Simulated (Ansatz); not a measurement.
# A low-energy model for KNiF3 (Pm-3m): bands, U and J

Wanted: the parameters of a Hubbard-Kanamori model for KNiF3 (Pm-3m).

Calculated with Ansatz 0.2.0; non-magnetic LDA, then constrained RPA, plane waves, PAW.

The database entry behind the starting cell differs from later determinations by our own check (about 0.35 % short), so it need not match the best structure at ambient conditions.

## (1) Set-up

Symmetry: Pm-3m, No. 221, cubic system. Conventional cell: a = 4.000 Å, b = 4.000 Å, c = 4.000 Å, α = 90.00°, β = 90.00°, γ = 90.00°. K has 12 F at 2.83 Å nearest. Nearest to Ni lie 6 F at 2.00 Å. Nearest to F lie 2 Ni at 2.00 Å and 4 K at 2.83 Å. Farther neighbours and most contacts between anions are not listed.

The cell and positions come from the Crystallography Open Database and are kept as given unless a step says otherwise. The program's search for lower electronic states was switched off, so nothing shows that the state found is the lowest. The default PAW set here is soft_2. Its files were made with PBE.

## (2) LDA bands and orbital weights

This step: DFT, LDA, plane waves, PAW.

The input, input.yaml:

```yaml
crystal:
  lattice:
    - [0.0, 0.0, -4.0]
    - [0.0, -4.0, 0.0]
    - [-4.0, 0.0, 0.0]
  atoms:
    - { symbol: K, position: [0.0, 0.0, 0.0] }
    - { symbol: Ni, position: [0.5, 0.5, 0.5] }
    - { symbol: F, position: [0.5, 0.5, 0.0] }
    - { symbol: F, position: [0.0, 0.5, 0.5] }
    - { symbol: F, position: [0.5, 0.0, 0.5] }
kpoints:
  mp_grid: { grid: [6, 6, 6] }
  band_path:
    path:
      - [[0.0, 0.0, 0.0], [0.0, 0.5, 0.0], [0.5, 0.5, 0.0], [0.0, 0.0, 0.0], [0.5, 0.5, 0.5], [0.0, 0.5, 0.0]]
      - [[0.5, 0.5, 0.5], [0.5, 0.5, 0.0]]
    npoints: 10
hamiltonian:
  xc: lda
scf:
  occupations: { method: gaussian, width: 0.08 }
  n_extra_bands: 19
  max_iter: 150
  lower_state_search: "off"
output:
  eigenvalues: true
  fatbands: true
  write_density: true
  write_potential: true
  elf: true
  volumetric_format: npy
```

Command:

```
ansatz run input.yaml --threads 4 --pin off --max-ram 9216MiB --backend cpu --events-out ev --progress --plain --runs-dir out
```

Numbers of over 12 decimals in the logs are rounded to 6 here.

What it wrote:

```text
scf.n_extra_bands = 19 over 24 filled bands (N_el = 48.0): the run solves 43 bands
Engine: ansatz 0.2.0, aarch64-unknown-linux-gnu
Pseudopotentials: kind: paw
Pseudopotential: K, paw, valence charge 9, recommended cutoff 420 eV (normal), K.paw.azcp
Pseudopotential: Ni, paw, valence charge 18, recommended cutoff 420 eV (normal), Ni.paw.azcp
Pseudopotential: F, paw, valence charge 7, recommended cutoff 420 eV (normal), F.paw.azcp
Functional definition: SPW92
  exchange = slater_x
  correlation = pw_c
Crystal: 5 atoms, lattice volume = 64.000 Å³
Basis set: ecut = 420 eV, 1237 PW (Γ)
Bands: 43, of which v1, the nominal top of the filled ones, is band 24 counted from 1 (23 counted from 0)
Symmetry: 48 space group operations
Space group: Pm-3m (ITA 221), of the structure as read, at distance tolerance 4.0e-5 Å
k-points: 20 of 216
Non-local potential: K, projectors of the file, l = 0: 3, l = 1: 2, l = 2: 2
Non-local potential: Ni, projectors of the file, l = 0: 3, l = 1: 2, l = 2: 3, l = 3: 1
Non-local potential: F, projectors of the file, l = 0: 2, l = 1: 2, l = 2: 1
PAW form: soft (Blöchl's): semilocal exchange-correlation on the pseudo side does not see the compensation charge
PAW frozen core: K, regenerated for the run's functional, and the local potential with it (the file was generated under x = pbe(κ = 0.804, μ = 0.219515), c = pbe(β = 0.066725))
PAW frozen core: Ni, regenerated for the run's functional, and the local potential with it (the file was generated under x = pbe(κ = 0.804, μ = 0.219515), c = pbe(β = 0.066725))
PAW frozen core: F, regenerated for the run's functional, and the local potential with it (the file was generated under x = pbe(κ = 0.804, μ = 0.219515), c = pbe(β = 0.066725))
PAW one-centre angular grid: K, 110 points (default); XC on 64 Gauss nodes
PAW one-centre angular grid: Ni, 590 points (default); XC on 64 Gauss nodes
PAW one-centre angular grid: F, 110 points (default); XC on 64 Gauss nodes
Initial density: superposition of atomic densities (neutral atoms: chi_scale 0, normalization atom), corrected by the library's trained network
Initial wavefunctions: pseudopotential atomic-orbital guess
Functional: x = slater, c = lda
SCF iter   1: F=—  HF=-9653.073629 eV  |F-HF|=—  |Δ(HF+E_count)|=         —  Δρ=2.22e-2  dr2=2.00e-1  ethr=1.77e-3  ⟨swp⟩=5.3  Hψ=3717  notcnv=0  defer=159
preconditioner: auto → LDOS  [insulator: Δε(μ)=0.105 eV  Ē_g=21.657 eV  σ=0.080 eV  W_gap=0.59  n_scr=18 (ndim 8)  ℏωp=29.4 eV  f_vac=0.061  D(μ)=1.77/eV (n_scr^D=18)  ε∞_Penn≈2.8  β→1.0]
SCF iter   2: F=—  HF=-9653.144417 eV  |F-HF|=—  |Δ(HF+E_count)|=   7.08e-2  Δρ=3.37e-2  dr2=3.77e-1  ethr=4.17e-4  ⟨swp⟩=2.2  Hψ=1645  notcnv=0  defer=240
SCF iter   3: F=—  HF=-9653.019070 eV  |F-HF|=—  |Δ(HF+E_count)|=   1.25e-1  Δρ=9.06e-3  dr2=2.62e-2  ethr=4.17e-4  ⟨swp⟩=2.1  Hψ=1112  notcnv=0  defer=240
SCF iter   4: F=—  HF=-9653.009392 eV  |F-HF|=—  |Δ(HF+E_count)|=   9.68e-3  Δρ=4.35e-4  dr2=7.35e-5  ethr=5.47e-5  ⟨swp⟩=2.0  Hψ=1106  notcnv=0  defer=240
SCF iter   5: F=—  HF=-9653.009358 eV  |F-HF|=—  |Δ(HF+E_count)|=   3.46e-5  Δρ=7.87e-5  dr2=2.20e-6  ethr=1.53e-7  ⟨swp⟩=2.0  Hψ=1238  notcnv=0  defer=239
SCF iter   6: F=—  HF=-9653.009357 eV  |F-HF|=—  |Δ(HF+E_count)|=   2.17e-7  Δρ=3.70e-5  dr2=6.77e-7  ethr=4.58e-9  ⟨swp⟩=2.4  Hψ=992  notcnv=0  defer=239
SCF iter   7: F=—  HF=-9653.009357 eV  |F-HF|=—  |Δ(HF+E_count)|=   1.16e-7  Δρ=1.56e-5  dr2=1.03e-7  ethr=1.41e-9  ⟨swp⟩=1.7  Hψ=650  notcnv=0  defer=239
SCF iter   8: F=-9653.009357 eV  HF=-9653.009357 eV  |F-HF|=8.75e-10  |Δ(HF+E_count)|=   2.08e-8  Δρ=2.34e-6  dr2=1.82e-9  ethr=2.08e-10  ⟨swp⟩=9.4  Hψ=4170  notcnv=0
SCF 1 converged in 8 iterations: F = -9653.009357 eV  dr2 = 1.82e-9
  greatest PAW one-centre occupation: 1.002 electrons in one spin orbital (limit 2), on the Ni atom at site 1 (counted from 0), in its partial waves of l = 1
NSCF: frozen V_eff on 62 k-points
SCF converged after 8 iterations
Free energy (F): -9653.009357 eV
Harris-Foulkes:  -9653.009357 eV  (|F-HF|=8.75e-10)
Internal energy: -9653.003718 eV  (E = F + TS)
E sigma→0 (E₀):  -9653.006538 eV
Entropy (-TS):   -0.005639 eV (-1.128 meV/atom)
Fermi energy:    6.484841 eV
--- Per-component energies (eV) ---
  E_band       = -629.065614
  E_kinetic    = 1145.497550
  E_local      = -7165.544547  (includes V_loc(G=0)·N_el)
  E_nonlocal   = 889.977375
  E_hartree    = 2918.191345
  E_xc         = -448.437990
  E_vxc        = -571.850593  (∫ρ·V_xc dr)
  E_paw        = -2871.836271  (= ΣΔE_a)
  E_vpaw       = -763.536933  (= ΣTr[D̂ρ^β])
  E_aug_tail   = 0.006521  (compensation charges beyond the density's cutoff)
  E_ewald      = -4121.889077
  E_core_change = 1.031376  (= ΣΔE_core)
  E_smearing   = -0.005639  (= −TS)
  E_closure    = 0.000000  (closes the sum)
  Σ components = -9653.009357   (vs F -9653.009357, Δ=0.00e0)
--- Band table (eV; the first three rows and the last of 20) ---
  k-point 0: bands = [... 20 lower, 5.3206, 5.3206, 5.3206, 5.6224, 5.6224, 9.7488, 13.2834, 13.2834, ... 15 higher]
  k-point 1: bands = [... 20 lower, 5.3250, 5.4793, 5.4793, 5.6232, 5.9463, 10.2561, 13.5190, 13.5545, ... 15 higher]
  k-point 2: bands = [... 20 lower, 5.3337, 5.6247, 5.7620, 5.7620, 6.4001, 11.5311, 13.8025, 14.0168, ... 15 higher]
  k-point 19: bands = [... 20 lower, 6.1675, 6.1675, 6.1675, 7.6731, 7.6731, 13.4860, 13.4860, 13.4860, ... 15 higher]
```

Wall time 2.4 s (4 threads of Arm Neoverse V2, shared host); peak memory 0.38 GiB; 8.7 s of CPU time.

The electronic bands at the labelled points (eV, zero at the Fermi level):

| point | band 21 | band 22 | band 23 | band 24 | band 25 | band 26 | band 27 | band 28 |
| --- | --- | --- | --- | --- | --- | --- | --- | --- |
| Γ | -1.16 | -1.16 | -1.16 | -0.86 | -0.86 | 3.26 | 6.80 | 6.80 |
| halfway | -1.16 | -0.86 | -0.86 | -0.86 | -0.29 | 4.35 | 7.28 | 7.28 |
| X | -1.15 | -0.86 | -0.59 | -0.59 | 0.09 | 6.38 | 6.61 | 7.80 |
| halfway | -0.85 | -0.59 | -0.57 | -0.48 | 0.62 | 6.75 | 7.28 | 8.34 |
| M | -0.59 | -0.59 | -0.49 | -0.34 | 1.19 | 7.26 | 8.34 | 8.94 |
| halfway | -0.87 | -0.84 | -0.69 | -0.60 | 0.17 | 5.16 | 7.62 | 7.93 |
| Γ | -1.16 | -1.16 | -1.16 | -0.86 | -0.86 | 3.26 | 6.80 | 6.80 |
| halfway | -0.69 | -0.66 | -0.66 | 0.16 | 0.16 | 5.72 | 8.08 | 8.08 |
| R | -0.32 | -0.32 | -0.32 | 1.19 | 1.19 | 7.00 | 7.00 | 7.00 |
| halfway | -0.67 | -0.48 | -0.46 | 0.15 | 0.75 | 6.90 | 7.50 | 8.26 |
| X | -1.15 | -0.86 | -0.59 | -0.59 | 0.09 | 6.38 | 6.61 | 7.80 |
| jump to R | -0.32 | -0.32 | -0.32 | 1.19 | 1.19 | 7.00 | 7.00 | 7.00 |
| halfway | -0.46 | -0.46 | -0.33 | 0.40 | 1.19 | 7.15 | 7.70 | 7.70 |
| M | -0.59 | -0.59 | -0.49 | -0.34 | 1.19 | 7.26 | 8.34 | 8.94 |

Of the projections kept (Ni 3d, F 2p), the largest for each band there; the rest of the weight can lie on other orbitals:

| point | band 21 | band 22 | band 23 | band 24 | band 25 | band 26 | band 27 | band 28 |
| --- | --- | --- | --- | --- | --- | --- | --- | --- |
| Γ | Ni 3d 0.99 | Ni 3d 0.99 | Ni 3d 0.99 | Ni 3d 0.97 | Ni 3d 0.97 | - | - | - |
| X | Ni 3d 1.00 | Ni 3d 0.97 | Ni 3d 0.88 | Ni 3d 0.88 | Ni 3d 0.79 | F 2p 0.12 | F 2p 0.09 | F 2p 0.01 |
| M | Ni 3d 0.88 | Ni 3d 0.88 | Ni 3d 0.89 | Ni 3d 0.87 | Ni 3d 0.69 | F 2p 0.13 | F 2p 0.03 | F 2p 0.01 |
| Γ | Ni 3d 0.99 | Ni 3d 0.99 | Ni 3d 0.99 | Ni 3d 0.97 | Ni 3d 0.97 | - | - | - |
| R | Ni 3d 0.86 | Ni 3d 0.86 | Ni 3d 0.86 | Ni 3d 0.69 | Ni 3d 0.69 | - | - | - |
| X | Ni 3d 1.00 | Ni 3d 0.97 | Ni 3d 0.88 | Ni 3d 0.88 | Ni 3d 0.79 | F 2p 0.12 | F 2p 0.09 | F 2p 0.01 |

Electrostatic potential energy in the ac plane at fractional y = 0.500, with atoms of Ni and F within 0.2 Å of it. With pseudopotentials it is smooth inside the atoms' cores, unlike the true potential.

Ten even steps from '0' (-57 eV) to '9' (11 eV), each cell a mean:
```
99999632379999
99999854699999
99999988999999
99999877899999
67998643479997
34797300148963
22686100037842
23797200047853
56998521368986
99999876789999
99999998999999
99999976799999
99999632479999
99999522369999
```
Columns run along a (4.0 Å; values clipped at the 3rd and 97th percentile), rows up along c (4.0 Å). Atoms in or near the plane, at fractional coordinates: Ni at (0.50, 0.50), F at (0.50, 0.00), F at (0.00, 0.50).

ELF in the ac plane at fractional y = 0.500, with atoms of Ni and F within 0.2 Å of it. It is the smooth field of the valence electrons, not physical close to the nuclei.

Ten even steps from '_' (0.01) to '@' (0.81), each cell a mean:
```
______--%%@@%%##@@@@##::____
______..++%%@@@@@@##==..____
--::____..--++++==::..__..::
##**::____..........__..==##
@@@@**....::::::::....::##@@
%%@@%%--..--++**++::..==@@@@
++%%%%--..--**%%**::..++@@##
%%@@%%--..--++**++::..++@@%%
@@@@##::..::------::..--%%@@
%%##--..__..........__..++%%
==--..__..::------..____..--
______..--##%%%%%%**::______
______--##@@@@%%@@@@**::____
______==%%@@%%++%%@@##--____
```
Columns run along a (4.0 Å), rows up along c (4.0 Å). Atoms in or near the plane, at fractional coordinates: Ni at (0.50, 0.50), F at (0.50, 0.00), F at (0.00, 0.50).

## (3) Constrained RPA: Ni d, bands v4 to c1, 4×4×4 mesh, medium accuracy

Constrained RPA screens the interaction with every transition except those inside the target bands, which a later many-body model would treat itself.

This step: constrained RPA on LDA, plane waves, PAW.

input.yaml, the sections that differ from step 2:

```yaml
kpoints:
  mp_grid: { grid: [6, 6, 6] }
output:
  crpa:
    kmesh: [4, 4, 4]
    target_bands: [v4, c1]
    projections: [{ species: Ni, l: d, shell: 3 }]
  local_orbitals:
    kmesh: [8, 8, 8]
    orbitals: [{ species: Ni, l: d, shell: 3 }]
    window: { bands: [v4, c1] }
    seedname: lo
# crystal, hamiltonian, scf: as in step 2
```

What it wrote:

```text
[...]
Crystal: 5 atoms, lattice volume = 64.000 Å³
Basis set: ecut = 420 eV, 1237 PW (Γ)
Bands: 43, of which v1, the nominal top of the filled ones, is band 24 counted from 1 (23 counted from 0)
Symmetry: 48 space group operations
[...]
k-points: 20 of 216
[...]
SCF iter   1: F=—  HF=-9653.073628 eV  |F-HF|=—  |Δ(HF+E_count)|=         —  Δρ=2.22e-2  dr2=2.00e-1  ethr=1.77e-3  ⟨swp⟩=5.3  Hψ=3717  notcnv=0  defer=160
[...]
SCF iter   8: F=-9653.009357 eV  HF=-9653.009357 eV  |F-HF|=8.73e-10  |Δ(HF+E_count)|=   2.08e-8  Δρ=2.34e-6  dr2=1.82e-9  ethr=2.08e-10  ⟨swp⟩=9.2  Hψ=4124  notcnv=0
SCF 1 converged in 8 iterations: F = -9653.009357 eV  dr2 = 1.82e-9
[...]
NSCF: frozen V_eff on 38 k-points
[...]
cRPA screening: q 1/64
cRPA screening: q 2/64
cRPA screening: q 8/64 (q-point 3)
cRPA screening: q 11/64 (q-point 6)
cRPA screening: q 23/64 (q-point 7)
cRPA screening: q 35/64 (q-point 11)
cRPA screening: q 38/64 (q-point 22)
cRPA screening: q 46/64 (q-point 23)
cRPA screening: q 58/64 (q-point 27)
cRPA screening: q 64/64 (q-point 43)
SCF converged after 8 iterations
Free energy (F): -9653.009357 eV
[...]
Internal energy: -9653.003718 eV  (E = F + TS)
E sigma→0 (E₀):  -9653.006538 eV
Entropy (-TS):   -0.005639 eV (-1.128 meV/atom)
Fermi energy:    6.484841 eV
[...]
--- Band table (eV; the first three rows and the last of 20) ---
  k-point 0: bands = [... 20 lower, 5.3206, 5.3206, 5.3206, 5.6224, 5.6224, 9.7488, 13.2834, 13.2834, ... 15 higher]
  k-point 1: bands = [... 20 lower, 5.3250, 5.4793, 5.4793, 5.6232, 5.9463, 10.2561, 13.5190, 13.5545, ... 15 higher]
  k-point 2: bands = [... 20 lower, 5.3337, 5.6247, 5.7620, 5.7620, 6.4001, 11.5311, 13.8025, 14.0168, ... 15 higher]
  k-point 19: bands = [... 20 lower, 6.1675, 6.1675, 6.1675, 7.6731, 7.6731, 13.4860, 13.4860, 13.4860, ... 15 higher]
--- cRPA (band scheme, projected local orbitals): target bands 21..25 (1-based), 5 Wannier function(s), 4×4×4 mesh, 50 bands' worth read of 55 solved, ecut_chi 136.0 eV, v(q+G=0) probe_charge, pair densities all_electron ---
  bands read: the sum over 50 bands ends inside a degenerate multiplet in 1 slot, whose members it reads at an even weight; the widest, k=42: bands 49 to 51 (counted from 1) at 2/3 each
  χ-basis size per q: N_G = 208..251
  window electrons = 8.0000, filled by tetrahedron_uncorrected; constrained ε̄⁻¹(q = 0, 0) head = 0.429003; min gauge Gram eig = 0.6851
  Kanamori averages over each shell's own Wannier functions (sites counted from 0, functions from 1):
    Site 1, 3D, 5 of 5 d orbitals (Wannier functions 1, 2, 3, 4, 5; wannier90's mr 1, 2, 3, 4, 5):
      screened: U = 8.1244 eV, U' = 6.8253 eV, J = 0.6490 eV
      screened d-shell averages: U_bar = F0 = 7.0851 eV, J_bar = 0.9088 eV
      screened, to within: U = 3.0e-2 eV, U' = 3.0e-2 eV, J = 1.1e-3 eV
      screened d-shell averages, to within: U_bar = 2.9e-2 eV, J_bar = 1.5e-3 eV
      bare: V = 23.2675 eV, V' = 21.6587 eV, J = 0.7820 eV
      bare d-shell averages: V_bar = F0 = 21.9805 eV, J_bar = 1.1037 eV
  Hermiticity witness max|P − P†| over intra, direct and exchange elements: 1.24e-14 eV (screened), 7.11e-15 eV (bare)
  Reality witness max|Im| over intra, direct and exchange elements: 2.06e-18 eV (screened), 6.25e-18 eV (bare)
```

It took 50 s on 4 threads; peak memory 0.57 GiB.

Numbers from this step:

```yaml
u: 8.124 eV
u_prime_inter_orbital: 6.825 eV
j: 0.6490 eV
bare_v: 23.27 eV
bare_j: 0.7820 eV
stated_bound_on_u: 0.02987 eV
u_over_bare_v: 0.3492
electrons_in_the_window: 8.000
head_of_the_constrained_inverse_dielectric_matrix: 0.4290
least_eigenvalue_of_the_projection_s_overlap: 0.6851
target_functions: 5
bands_in_the_sums: 50
r_m_s_miss_of_the_model_bands: 1.06e-4 eV
width_of_the_target_bands: 2.353 eV
weight_of_the_projected_orbitals_in_the_window: 0.8720
```

On the Ni d shell, screening brings the on-site interaction from 23.3 eV down to U = 8.12 eV.

Kanamori averages over each shell's functions. Crpa shells, by row:

```
site  element  shell  orbitals  U (eV)  U' (eV)  J (eV)  bare V (eV)  bare V' (eV)  bare J (eV)  bound on U (eV)
   2       Ni     3D         5   8.124    6.825   0.649        23.27         21.66        0.782          0.02987
```

Density-density elements U_iijj, eV. U matrix, by row:

```
   orbital  Ni2 dz2  Ni2 dxz  Ni2 dyz  Ni2 dx2-y2  Ni2 dxy
   Ni2 dz2    7.817    7.039    7.039       6.316    6.515
   Ni2 dxz    7.039     8.33    6.917        6.69    6.917
   Ni2 dyz    7.039    6.917     8.33        6.69    6.917
Ni2 dx2-y2    6.316     6.69     6.69       7.817    7.213
   Ni2 dxy    6.515    6.917    6.917       7.213     8.33
```

Exchange elements U_ijji, eV. J matrix, by row:

| orbital | Ni2 dz2 | Ni2 dxz | Ni2 dyz | Ni2 dx2-y2 | Ni2 dxy |
| --- | --- | --- | --- | --- | --- |
| Ni2 dz2 | - | 0.512 | 0.512 | 0.75 | 0.777 |
| Ni2 dxz | 0.512 | - | 0.713 | 0.689 | 0.713 |
| Ni2 dyz | 0.512 | 0.713 | - | 0.689 | 0.713 |
| Ni2 dx2-y2 | 0.75 | 0.689 | 0.689 | - | 0.423 |
| Ni2 dxy | 0.777 | 0.713 | 0.713 | 0.423 | - |

Projected local orbitals of the target window. Electronic bands along the path, in eV, zero at the Fermi level; # counts the bands kept:

```csv
point,#1,#2,#3,#4,#5
Γ,-1.16,-1.16,-1.16,-0.86,-0.86
halfway,-1.16,-0.86,-0.86,-0.86,-0.29
X,-1.15,-0.86,-0.59,-0.59,0.09
halfway,-0.85,-0.59,-0.57,-0.48,0.62
M,-0.59,-0.59,-0.49,-0.34,1.19
halfway,-0.87,-0.84,-0.69,-0.60,0.17
Γ,-1.16,-1.16,-1.16,-0.86,-0.86
halfway,-0.69,-0.66,-0.66,0.16,0.16
R,-0.32,-0.32,-0.32,1.19,1.19
halfway,-0.67,-0.48,-0.46,0.15,0.75
X,-1.15,-0.86,-0.59,-0.59,0.09
jump to R,-0.32,-0.32,-0.32,1.19,1.19
halfway,-0.46,-0.46,-0.33,0.40,1.19
M,-0.59,-0.59,-0.49,-0.34,1.19
```

The same for Kohn-Sham, solved directly:

| point | #1 | #2 | #3 | #4 | #5 |
| --- | --- | --- | --- | --- | --- |
| Γ | -1.16 | -1.16 | -1.16 | -0.86 | -0.86 |
| X | -1.15 | -0.86 | -0.59 | -0.59 | 0.09 |
| M | -0.59 | -0.59 | -0.49 | -0.34 | 1.19 |
| Γ | -1.16 | -1.16 | -1.16 | -0.86 | -0.86 |
| R | -0.32 | -0.32 | -0.32 | 1.19 | 1.19 |
| X | -1.15 | -0.86 | -0.59 | -0.59 | 0.09 |
| R | -0.32 | -0.32 | -0.32 | 1.19 | 1.19 |
| M | -0.59 | -0.59 | -0.49 | -0.34 | 1.19 |

The first set of electronic bands as a text plot (rows in eV):

```
    1.1 |              **                    *****        *******
    1.0 |             *                           *
    0.9 |            *   *                  *    * *
    0.8 |           *                                      *
    0.7 |                 *                *      * *
    0.6 |                                                   *
    0.6 |                                            *
    0.5 |          *       **            **        *
    0.4 |                                             *      *
    0.3 |         *                                    *
    0.2 |                    *          *           *   *
    0.1 |      ***                                       *
    0.0 |     *
   -0.1 |    *                *        *             *        *
   -0.2 |
   -0.3 |   *         ***                   *******       *******
   -0.4 |           **   **    *     **    **     *** *    ***  *
   -0.5 |         ***********            **        *****      **
   -0.6 |  *   *********** **** *   *   *           *  ***      *
   -0.7 | *   *   * **    **** *        *
   -0.8 |*********         **** ****   *             *  **
   -0.9 |          *          **     **               *
   -1.0 |  *      *            **   *                  *
   -1.1 |*********              ****                    **
         Γ      X      M          Γ            R        X|R     M
```

Onsite levels, by row:

```
   orbital  level less Fermi level (eV)
   Ni2 dz2                       0.0927
   Ni2 dxz                      -0.6664
   Ni2 dyz                      -0.6664
Ni2 dx2-y2                       0.0927
   Ni2 dxy                      -0.6664
```

Largest distinct elements between sites. Hoppings, by row:

| from | to | cell | distance (Å) | t (eV) |
| --- | --- | --- | --- | --- |
| Ni2 dz2 | Ni2 dz2 | 1 0 0 | 4 | -0.337 |
| Ni2 dx2-y2 | Ni2 dx2-y2 | 0 0 -1 | 4 | -0.2533 |
| Ni2 dz2 | Ni2 dx2-y2 | 0 -1 0 | 4 | -0.1449 |
| Ni2 dyz | Ni2 dyz | 1 0 0 | 4 | -0.0997 |
| Ni2 dz2 | Ni2 dz2 | 0 1 0 | 4 | -0.086 |
| Ni2 dx2-y2 | Ni2 dx2-y2 | 0 -1 1 | 5.657 | 0.0343 |
| Ni2 dz2 | Ni2 dz2 | -1 0 -1 | 5.657 | 0.0227 |
| Ni2 dz2 | Ni2 dz2 | -2 0 0 | 8 | -0.0223 |
| Ni2 dx2-y2 | Ni2 dz2 | -1 0 -1 | 5.657 | -0.02 |
| Ni2 dyz | Ni2 dyz | -1 -1 0 | 5.657 | -0.0185 |
| Ni2 dx2-y2 | Ni2 dx2-y2 | 0 -2 0 | 8 | -0.0167 |
| Ni2 dz2 | Ni2 dz2 | 0 -1 1 | 5.657 | -0.012 |

(Continued in part 2 of 2.)

[Paths, hosts, dates, memory and timing lines, banners, echoed tables and standing remarks are left out of the program output.]

[Logs are printed without paths, hosts, clocks, repeated set-up lines and the standing remarks that a program may print on its own settings, such as how far it seeks lower states.]

[Runs of the session that timed out or met a known fault of the program may be left out.]

[Hosts, paths, dates, database ids (printed as entryN), source tags and the programs' standing remarks are cut or masked in the printed files.]
